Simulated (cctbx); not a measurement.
# Diagnosing a refinement

Cell a = 6.6740 Å, b = 3.8560 Å, c = 7.8060 Å, α = 90.00°, β = 90.00°, γ = 90.00°; space group Pnma (no. 62).

The data are simulated with cctbx, not measured: synchrotron X-rays, λ = 0.4959 Å, to d = 0.8 Å, 95 % of the full sphere, strongest reflection 70000 counts, noise from counting, a 2 % proportional error and a noise floor of 2 counts (s.d.); no absorption.

An anisotropic refinement with weights 1/σ² prints:

```text
Rint 0.016, 237 unique reflections to 0.80 A
cycle     R1     wR2    GooF  max shift (A)
   1  0.7425  0.9628  76.768   0.02694
   4  0.4972  0.7715  61.512   0.00018
final R1 0.4972 wR2 0.7715 GooF 61.512  parameters 12  data/parameter 19.8
atom        x        y        z      Ueq    occ   su(xyz)  su(Uiso or U11)
Dy1    0.47196  0.75000  0.81601  -0.0490  1.000  0.00118  0.0073  NPD
Co1    0.87071  0.75000  0.06769  -0.0337  1.000  0.00419  0.0110  NPD
difference map: max 561.02 min -58.27 rms 41.77
Q1    0.0323  0.2500  0.3187    4  567.98  0.04 A from Dy1
Q2    0.2363  0.2500  0.6306    4  300.16  2.46 A from Co1
Q3    0.1438  0.2500  0.9265    4  221.49  0.11 A from Co1
Q4    0.9896  0.2500  0.1381    4   64.55  1.41 A from Dy1
Q5    0.2383  0.2500  0.7590    4   43.94  1.54 A from Co1
Q6    0.0632  0.2500  0.6351    4   36.58  2.06 A from Dy1
```

Q: Accept it or mend it, and why?

Mend it. The fault: an atom left out, Mn at (0.2395, 1/4, 0.6302). Against the right model at the same level, R1 goes from 0.0044 to 0.4972 and GooF from 0.87 to 61.51, U of Co1 shrinks from 0.0086 to -0.0337 Å², U of Dy1 shrinks from 0.0023 to -0.0490 Å², the top difference peak, 568.0 e/Å³, lies on Dy1 and Dy1 and Co1 go non-positive-definite. Q2 is the missing atom. With scattering power missing, scale and phases suffer, so peaks may also grow on the heavy atoms.

The compound is DyMnCo. The right model at the same level gives:

```text
Rint 0.016, 237 unique reflections to 0.80 A
cycle     R1     wR2    GooF  max shift (A)
   1  0.0145  0.0379   3.063   0.00206
   2  0.0044  0.0108   0.872   0.00000
final R1 0.0044 wR2 0.0108 GooF 0.872  parameters 18  data/parameter 13.2
atom        x        y        z      Ueq    occ   su(xyz)  su(Uiso or U11)
Dy1    0.47019  0.75000  0.81490   0.0023  1.000  0.00001  0.0001
Co1    0.86378  0.75000  0.06925   0.0086  1.000  0.00004  0.0001
Mn1    0.23948  0.25000  0.63020   0.0074  1.000  0.00005  0.0001
difference map: max 0.27 min -0.41 rms 0.08
Q1    0.1510  0.0854  0.6835    8    0.29  0.96 A from Mn1
Q2    0.0187  0.2500  0.7498    4    0.28  1.62 A from Co1
Q3    0.2107  0.6455  0.7881    8    0.24  1.79 A from Dy1
Q4    0.1574  0.2500  0.1122    4    0.21  1.42 A from Co1
Q5    0.0313  0.2500  0.0188    4    0.21  0.98 A from Co1
Q6    0.2006  0.7500  0.5572    4    0.20  1.47 A from Co1
```

The model was made for the exercise: a known structure type with other elements put in, its volume estimated, not relaxed; displacement parameters are assumed.

[Middle refinement cycles are left out of these outputs.]

[Logs are printed without paths, hosts, clocks, repeated set-up lines and the standing remarks that a program may print on its own settings, such as how far it seeks lower states.]
